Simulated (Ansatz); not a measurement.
# Ga2S3 (Imm2): converging the G0W0 gap

Wanted: a G0W0 gap for Ga2S3 (Imm2) that is converged in bands and cutoff, or an estimate of the limit.

Method: G0W0 on LDA, plane waves, PAW; PAW set soft_1, in Ansatz 0.2.0.

This is a report of a sequence of runs, with most program output left out.

### 1. The structure

Symmetry: Imm2, No. 44, orthorhombic system. The conventional cell has a = 3.673 Å, b = 11.141 Å, c = 5.346 Å, α = 90.00°, β = 90.00°, γ = 90.00°. Nearest to Ga lie 4 S at 2.20 to 2.32 Å. S has 3 Ga at 2.32 Å nearest. S has 2 Ga at 2.20 Å nearest. Farther neighbours and most contacts between anions are not listed.

Coordinates:

```cif
data_structure
_symmetry_space_group_name_H-M 'P 1'
_symmetry_Int_Tables_number 1
_cell_length_a 6.4459
_cell_length_b 6.4459
_cell_length_c 6.4459
_cell_angle_alpha 146.896
_cell_angle_beta 60.413
_cell_angle_gamma 131.000
_cell_volume 109.38
loop_
_atom_site_label
_atom_site_type_symbol
_atom_site_fract_x
_atom_site_fract_y
_atom_site_fract_z
_atom_site_occupancy
Ga1 Ga 0.16642 0.00737 0.15906 1
Ga2 Ga 0.84831 0.00737 0.84094 1
S3 S 0.90748 0.24172 0.66575 1
S4 S 0.57597 0.24172 0.33425 1
S5 S 0.25182 0.25182 0.00000 1
```

The cell and positions are those that the Materials Project relaxed with its own functionals (PBE, PBE+U or r2SCAN), kept fixed.

### 2. 142 empty bands, screening to 69 eV

G0W0 replaces the xc potential by the self-energy, built once from these orbitals. Only a window of levels is corrected, while the sums run over the empty bands that the input names. This step takes PAW set soft_1 files.

Contents of input.yaml:

```yaml
crystal:
  lattice:
    - [-1.83633776, 5.57061928, 2.67305246]
    - [1.83633776, -5.57061928, 2.67305246]
    - [1.83633776, 5.57061928, -2.67305246]
  atoms:
    - { symbol: Ga, position: [0.16642079, 0.00736566, 0.15905513] }
    - { symbol: Ga, position: [0.84831053, 0.00736566, 0.84094487] }
    - { symbol: S, position: [0.90747666, 0.24172383, 0.66575283] }
    - { symbol: S, position: [0.575971, 0.24172383, 0.33424717] }
    - { symbol: S, position: [0.25182003, 0.25182003, 0.0] }
kpoints:
  mp_grid: { grid: [6, 6, 6] }
hamiltonian:
  xc: lda
  pseudopotentials: { kind: paw, azcp: { folder: soft_1 }, xc_functional: pbe }
scf:
  occupations: { method: fixed }
gw:
  n_empty_bands: 142
  ecut_chi: 69
  qp_bands: [v2, c2]
  qp_kpoints: band_edges
  screening: { model: contour_deformation }
```

On the command line:

```sh
$ ansatz run input.yaml --threads 2 --pin off --max-ram 73728MiB --backend cuda --events-out ev --progress --plain --runs-dir out --devices 1 --max-vram 13GiB
```

It took 94 s on 1 × NVIDIA H100 80GB HBM3 (shared by 6 runs) with 2 threads of AMD EPYC 7R13 (Zen 3), shared host; peak memory 1.5 GiB; 2.6 min of CPU time.

Numbers from this step:

- bands summed: 164
- RPA ε∞ on this mesh (eigenvalues): 5.792, 6.076, 6.390
- plane waves in the screening matrix: 151
- q-points in the mesh: 216
- G0W0 gap on the mesh: 2.632 eV
- k of the valence top: -0.5, -0.5, -0.5
- k of the conduction bottom: 0, 0, 0
- starting gap on the mesh: 1.250 eV
- Z at the valence top: 0.7484
- Z at the conduction bottom: 0.7893
- least direct G0W0 gap on the computed points: 2.760 eV

The gap on the mesh goes from 1.25 eV to 2.63 eV, a correction of +1.38 eV. Between the two edge states, bare exchange in place of the xc potential would open the gap by 7.38 eV, and correlation takes back 6.00 eV.

### 3. 402 empty bands, screening to 138 eV

Bands and screening cutoff are moved together, since each hides the error of the other.

input.yaml: that of step 2 with these lines changed.

```diff
@@ -19,4 +19,4 @@
 gw:
-  n_empty_bands: 142
-  ecut_chi: 69
+  n_empty_bands: 402
+  ecut_chi: 138
   qp_bands: [v2, c2]
```

Run time: 3.3 min. Hardware: 1 × NVIDIA H100 80GB HBM3 (shared by 6 runs) with 2 threads; peak memory 3 GiB.

Numbers from this step:

```yaml
bands_summed: 424
rpa_eps_infinity_on_this_mesh_eigenvalues: 5.778, 6.063, 6.363
plane_waves_in_the_screening_matrix: 409
q_points_in_the_mesh: 216
g0w0_gap_on_the_mesh: 2.650 eV
k_of_the_valence_top: -0.5, -0.5, -0.5
k_of_the_conduction_bottom: 0, 0, 0
starting_gap_on_the_mesh: 1.250 eV
z_at_the_valence_top: 0.7438
z_at_the_conduction_bottom: 0.7865
least_direct_g0w0_gap_on_the_computed_points: 2.770 eV
```

Against the run with 6×6×6 mesh, 142 empty bands, screening to 69 eV, PAW set soft_1 files, the gap moves by +0.018 eV.

### 4. 866 empty bands, screening to 230 eV

input.yaml: that of step 3 with these lines changed.

```diff
@@ -19,4 +19,4 @@
 gw:
-  n_empty_bands: 402
-  ecut_chi: 138
+  n_empty_bands: 866
+  ecut_chi: 230.0
   qp_bands: [v2, c2]
```

Run time: 12 min. Hardware: 1 × NVIDIA H100 80GB HBM3 (shared by 6 runs) with 2 threads; peak memory 7.6 GiB; 21 min of CPU time.

Numbers from this step:

```
bands summed                                 : 888
RPA ε∞ on this mesh (eigenvalues)            : 5.777, 6.063, 6.362
plane waves in the screening matrix          : 855
G0W0 gap on the mesh                         : 2.640 eV
k of the valence top                         : -0.5, -0.5, -0.5
k of the conduction bottom                   : 0, 0, 0
starting gap on the mesh                     : 1.250 eV
least direct G0W0 gap on the computed points : 2.757 eV
```

Against the run with 6×6×6 mesh, 402 empty bands, screening to 138 eV, PAW set soft_1 files, the gap moves by −0.010 eV.

### 5. Changing the k mesh: 4×4×4 mesh, 402 empty bands, screening to 138 eV, PAW set soft_1 files

Only the mesh changes. It samples the long-range screening, which converges on its own terms. Bands and cutoff differ from the step before, so it is read against an earlier run that matches them.

input.yaml: that of step 4 with these lines changed.

```diff
@@ -12,3 +12,3 @@
 kpoints:
-  mp_grid: { grid: [6, 6, 6] }
+  mp_grid: { grid: [4, 4, 4] }
 hamiltonian:
@@ -19,4 +19,4 @@
 gw:
-  n_empty_bands: 866
-  ecut_chi: 230.0
+  n_empty_bands: 402
+  ecut_chi: 138
   qp_bands: [v2, c2]
```

Wall time 35 s (1 × NVIDIA H100 80GB HBM3 (shared by 6 runs) with 2 threads); peak memory 1.8 GiB.

This step gave:

| Quantity | Value |
| --- | --- |
| bands summed | 424 |
| RPA ε∞ on this mesh (eigenvalues) | 5.931, 6.170, 7.271 |
| plane waves in the screening matrix | 409 |
| G0W0 gap on the mesh | 2.640 eV |
| k of the valence top | -0.5, -0.5, -0.5 |
| k of the conduction bottom | 0, 0, 0 |
| starting gap on the mesh | 1.249 eV |
| least direct G0W0 gap on the computed points | 2.762 eV |

Against the run with 6×6×6 mesh, 402 empty bands, screening to 138 eV, PAW set soft_1 files, the gap moves by −0.009 eV.

### 6. The runs together

Times are wall times on 1 × NVIDIA H100 80GB HBM3 (shared by 6 runs) with 2 threads of AMD EPYC 7R13 (Zen 3), shared host, good to a factor of about two.

| mesh | files | frequency | bands summed | cutoff (eV) | start (eV) | G0W0 (eV) | time | host memory (GiB) |
| --- | --- | --- | --- | --- | --- | --- | --- | --- |
| 6×6×6 | PAW set soft_1 | contour deformation | 164 | 69 | 1.250 | 2.632 | 94 s | 1.5 |
| 6×6×6 | PAW set soft_1 | contour deformation | 424 | 138 | 1.250 | 2.650 | 3.3 min | 3.0 |
| 6×6×6 | PAW set soft_1 | contour deformation | 888 | 230 | 1.250 | 2.640 | 12 min | 7.6 |
| 4×4×4 | PAW set soft_1 | contour deformation | 424 | 138 | 1.249 | 2.640 | 35 s | 1.8 |

The parts of the quasiparticle energy at the two band edges (eV; QP = start + Σx + Σc − Vxc):

| run | edge | start | Σx | Σc | Vxc | Z | QP |
| --- | --- | --- | --- | --- | --- | --- | --- |
| 164 bands | valence top | 5.51 | -18.77 | 2.51 | -15.85 | 0.75 | 5.10 |
| 164 bands | conduction bottom | 6.76 | -10.34 | -3.49 | -14.81 | 0.79 | 7.73 |
| 424 bands | valence top | 5.51 | -18.77 | 2.18 | -15.85 | 0.74 | 4.77 |
| 424 bands | conduction bottom | 6.76 | -10.34 | -3.80 | -14.81 | 0.79 | 7.42 |
| 888 bands | valence top | 5.51 | -18.77 | 2.03 | -15.85 | 0.74 | 4.62 |
| 888 bands | conduction bottom | 6.76 | -10.34 | -3.96 | -14.81 | 0.79 | 7.26 |

### 7. Summary of results

| Item | Value |
| --- | --- |
| 164 bands, 69 eV | 2.632 eV |
| 424 bands, 138 eV | 2.650 eV |
| 888 bands, 230 eV | 2.640 eV |
| mesh and start | 6×6×6, LDA |

In words: From 164 to 888 bands the gap moves by +0.01 eV while the time grows 7.7-fold. Σc changes by −0.48 eV at the valence top and −0.47 eV at the conduction bottom, so the levels themselves move more than the gap between them. The gap turns back along the series, so no limit is drawn from it. On the 4×4×4 mesh in place of 6×6×6 the gap differs by −0.01 eV, of which −0.001 eV is already in the start. The many-body steps are scalar-relativistic: spin-orbit coupling is not in them.

[Paths, hosts, dates, memory and timing lines, banners, echoed tables and standing remarks are left out of the program output.]

[Logs are printed without paths, hosts, clocks, repeated set-up lines and the standing remarks that a program may print on its own settings, such as how far it seeks lower states.]

[Runs of the session that timed out or met a known fault of the program may be left out.]

[Cells called generated may have been cut or substituted from an entry of the Crystallography Open Database or the Materials Project.]

[Hosts, paths, dates, database ids (printed as entryN), source tags and the programs' standing remarks are cut or masked in the printed files.]
